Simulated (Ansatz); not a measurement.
# Phonon transport in PbSe (Clausthalite, Fm-3m), part 3 of 3

Wanted: κ(T), lifetimes and mean free paths for PbSe (Clausthalite).

Experimental results on record:
- thermal conductivity 2 W/m/K near room temperature (given in “Combining the AFLOW GIBBS and Elastic Libraries to efficiently and robustly screen thermo-mechanical properties of solids”, 2017, arXiv:1611.05714)
- thermal conductivity 2 W/m/K near room temperature (given in “Predicting the lattice thermal conductivity of solids by solving the Boltzmann transport equation: AFLOW - AAPL an automated, accurate and efficient framework”, 2017, arXiv:1611.05481)

Ansatz 0.2.0; DFT r2SCAN, scalar-relativistic, plane waves, PAW; PAW set soft_1.

So far. Step 2 (Probe on a coarse mesh): The start is under 1.5 GPa at this level and looks like an insulator or semiconductor on this mesh. Step 4 (Tight relaxation): The residual pressure is -1.6e-5 GPa, small enough for phonons. The relaxed cell has a = 6.178 Å (conventional setting).

**5. Third-order constants and the Boltzmann equation (continued)**

300 K; a sample spread over frequency. Mode lifetimes, by row, the first 40 of 90 rows:

| q1 | q2 | q3 | branch | frequency (THz) | rms speed (km/s) | three-phonon rate (1/ps) | isotope rate (1/ps) | lifetime (ps) | mean free path (nm) |
| --- | --- | --- | --- | --- | --- | --- | --- | --- | --- |
| 0 | 0.0588 | 0.0588 | 1 | 0.27 | 1.11 | 0.0238 | 6.31e-8 | 42.1 | 46.7 |
| 0 | 0.0588 | 0.1176 | 2 | 0.498 | 1.66 | 0.101 | 2.11e-6 | 9.93 | 16.5 |
| 0 | 0.1176 | -0.1176 | 1 | 0.679 | 1.08 | 0.0929 | 8.36e-6 | 10.8 | 11.6 |
| 0.0588 | 0.1765 | 0.2353 | 2 | 0.816 | 1.49 | 0.271 | 2.02e-5 | 3.69 | 5.49 |
| 0 | 0.0588 | 0.0588 | 5 | 0.892 | 3.03 | 2.52 | 6.83e-5 | 0.397 | 1.2 |
| 0 | 0.3529 | 0.3529 | 2 | 0.942 | 0.03 | 0.381 | 5.03e-5 | 2.63 | 0.0863 |
| 0 | 0.3529 | 0.4118 | 1 | 0.975 | 0.43 | 0.417 | 8.53e-5 | 2.4 | 1.03 |
| 0 | 0 | 0.1176 | 3 | 1.008 | 2.74 | 0.741 | 1.21e-4 | 1.35 | 3.7 |
| 0 | 0.1176 | -0.2353 | 1 | 1.029 | 1.11 | 0.293 | 1.24e-4 | 3.41 | 3.78 |
| 0.0588 | 0.3529 | 0.4706 | 1 | 1.069 | 0.58 | 0.394 | 1.47e-4 | 2.54 | 1.48 |
| 0 | 0.2353 | 0.3529 | 2 | 1.095 | 0.99 | 0.365 | 1.71e-4 | 2.74 | 2.72 |
| 0.1176 | 0.4706 | -0.4118 | 1 | 1.12 | 0.45 | 0.405 | 1.90e-4 | 2.47 | 1.11 |
| 0 | 0.3529 | -0.4706 | 1 | 1.154 | 0.66 | 0.431 | 2.23e-4 | 2.32 | 1.54 |
| 0.1765 | 0.3529 | -0.4706 | 1 | 1.184 | 0.49 | 0.415 | 2.51e-4 | 2.41 | 1.18 |
| 0 | 0 | 0.2941 | 2 | 1.2 | 1.08 | 0.639 | 2.69e-4 | 1.56 | 1.68 |
| 0 | 0.1765 | -0.2941 | 1 | 1.232 | 0.76 | 0.344 | 3.10e-4 | 2.9 | 2.2 |
| 0 | 0.2353 | 0.4118 | 2 | 1.245 | 0.9 | 0.495 | 3.23e-4 | 2.02 | 1.82 |
| 0 | 0.0588 | -0.1176 | 3 | 1.271 | 2.67 | 0.62 | 3.48e-4 | 1.61 | 4.3 |
| 0.0588 | 0.2353 | -0.1765 | 2 | 1.294 | 0.69 | 0.77 | 4.27e-4 | 1.3 | 0.892 |
| 0 | 0.1765 | -0.2353 | 2 | 1.315 | 0.65 | 0.785 | 5.21e-4 | 1.27 | 0.828 |
| 0 | 0.3529 | -0.4706 | 2 | 1.324 | 0.54 | 0.51 | 5.16e-4 | 1.96 | 1.05 |
| 0 | 0.1176 | 0.1176 | 3 | 1.336 | 1.6 | 2.59 | 3.28e-4 | 0.386 | 0.616 |
| 0 | 0 | 0.3529 | 1 | 1.344 | 0.82 | 0.688 | 7.22e-4 | 1.45 | 1.19 |
| 0.1176 | 0.4118 | -0.3529 | 2 | 1.358 | 0.15 | 0.613 | 8.07e-4 | 1.63 | 0.249 |
| 0.0588 | 0.3529 | -0.4118 | 2 | 1.372 | 0.22 | 0.515 | 7.51e-4 | 1.94 | 0.427 |
| 0.0588 | 0.1176 | 0.1765 | 3 | 1.378 | 2.79 | 0.695 | 6.76e-4 | 1.44 | 4.01 |
| 0.0588 | 0.2941 | -0.3529 | 2 | 1.393 | 0.47 | 0.657 | 7.68e-4 | 1.52 | 0.715 |
| 0 | 0.1765 | -0.2941 | 2 | 1.407 | 0.47 | 0.798 | 7.12e-4 | 1.25 | 0.594 |
| 0.0588 | 0.1765 | 0.4706 | 2 | 1.419 | 0.5 | 0.725 | 7.13e-4 | 1.38 | 0.693 |
| 0.0588 | 0.2353 | -0.2941 | 2 | 1.437 | 0.27 | 0.756 | 5.30e-4 | 1.32 | 0.358 |
| 0 | 0.1765 | -0.4706 | 2 | 1.452 | 0.2 | 0.667 | 4.48e-4 | 1.5 | 0.304 |
| 0.0588 | 0.1765 | -0.3529 | 2 | 1.474 | 0.19 | 0.77 | 3.92e-4 | 1.3 | 0.25 |
| 0.0588 | 0.1176 | 0.1765 | 4 | 1.521 | 1.98 | 2.09 | 2.45e-4 | 0.478 | 0.946 |
| 0.0588 | 0.1176 | 0.2353 | 3 | 1.668 | 2.15 | 0.864 | 1.99e-4 | 1.16 | 2.49 |
| 0 | 0.1176 | -0.1176 | 4 | 1.762 | 1.24 | 2.19 | 8.63e-4 | 0.457 | 0.566 |
| 0 | 0 | 0.2353 | 3 | 1.832 | 2.39 | 0.826 | 3.78e-4 | 1.21 | 2.89 |
| 0.0588 | 0.1765 | -0.1176 | 3 | 1.884 | 0.82 | 2.31 | 0.00221 | 0.433 | 0.355 |
| 0.0588 | 0.1765 | 0.2941 | 3 | 1.926 | 1.26 | 1.58 | 0.00204 | 0.633 | 0.796 |
| 0.1765 | 0.4706 | -0.2941 | 3 | 1.954 | 0.86 | 0.992 | 3.63e-4 | 1.01 | 0.869 |
| 0 | 0.0588 | -0.2353 | 3 | 2.002 | 2.2 | 0.938 | 0.00113 | 1.06 | 2.34 |

Without the LO-TO term. Gamma linewidths, by row:

| branch | frequency (cm⁻¹) | three-phonon rate (1/ps) | isotope rate (1/ps) | FWHM (cm⁻¹) |
| --- | --- | --- | --- | --- |
| 4 | 14.7 | 0.651 | 2.05e-6 | 3.46 |
| 5 | 14.7 | 0.651 | 2.05e-6 | 3.46 |
| 6 | 14.7 | 0.651 | 2.05e-6 | 3.46 |

W/m/K, third of the trace; RTA populations with a boundary rate v/L added to each mode (Matthiessen's rule). Kappa by grain size, by row:

| T (K) | bulk | 10 nm | 30 nm | 100 nm | 300 nm | 1000 nm | 10000 nm | 100000 nm |
| --- | --- | --- | --- | --- | --- | --- | --- | --- |
| 100 | 2.773 | 1.569 | 2.106 | 2.478 | 2.652 | 2.732 | 2.769 | 2.773 |
| 300 | 0.9534 | 0.742 | 0.8545 | 0.9164 | 0.9398 | 0.9492 | 0.953 | 0.9534 |
| 600 | 0.4787 | 0.4126 | 0.4503 | 0.4689 | 0.4753 | 0.4777 | 0.4786 | 0.4787 |

W/m/K, third of the trace; RTA populations with the isotope rates scaled. Kappa by mass disorder, by row:

| T (K) | no isotopes | as typed | variance x 3 | variance x 10 | variance x 30 |
| --- | --- | --- | --- | --- | --- |
| 100 | 2.796 | 2.773 | 2.729 | 2.594 | 2.321 |
| 300 | 0.9563 | 0.9534 | 0.9478 | 0.9292 | 0.8831 |
| 600 | 0.4795 | 0.4787 | 0.4773 | 0.4724 | 0.4595 |

At 300 K the relaxation-time value is 1.09 W/(m K).

**6. What came out**

- highest frequency: 152.3 cm⁻¹
- Debye temperature from the second moment: 160 K
- κ at 300 K (relaxation time): 1.09 W/m/K
- κ at 300 K (full solution): 1.272 W/m/K
- mean free path at half of κ: 1.79 nm
- share of κ above the three lowest branches: 0.505

What this shows: The lattice of PbSe (Clausthalite) conducts 1.27 W/(m K) at 300 K by r2SCAN (mean over directions, full solution). The full solution lies +17 % from the relaxation-time value at 300 K, a sign that momentum-conserving scattering matters. Above 300 K the relaxation-time κ falls as T^-0.74; the coherence part, which does not fall like the populations, is one cause of the flatter curve. Grains of 100 nm would keep 96 % of the bulk value at 300 K, and grains of 1 µm 100 %. Removing the natural isotope disorder raises κ at 300 K by 0 %. A measured thermal conductivity near room temperature is 2 W/m/K (arXiv:1611.05714); the calculated 1.27 W/m/K differs by -36 %. The relaxed cell is 3 % larger in volume than the database cell, which softens most phonons and usually lowers κ; no run here tested that. Missing scattering can't explain a value that is too low; the supercell, the cutoff, the meshes, the functional and the use of 0 K frequencies can. In rock-salt chalcogenides of this kind long-range couplings along ⟨100⟩ reach the fourth neighbour, beyond this cutoff, and they lower κ. The sum rules changed one orbit of cubic constants by up to 32 %; by the manual a large change points to a short cutoff or, on a small and distant orbit, to noisy forces. The conductivities include the coherence part between close branches; the shares for grains, isotopes, branches and paths are of the relaxation-time populations alone. Cubic couplings among atoms farther apart than the pair cutoff are dropped, and neither the cutoff nor the q-mesh was shown to be converged here. The PAW files were made for PBE and are used here under another functional, for which the program regenerates the frozen cores.

[Hosts, paths, dates, database ids (printed as entryN), source tags and the programs' standing remarks are cut or masked in the printed files.]

[A step with changed settings may run another functional than the one named; its input shows which.]
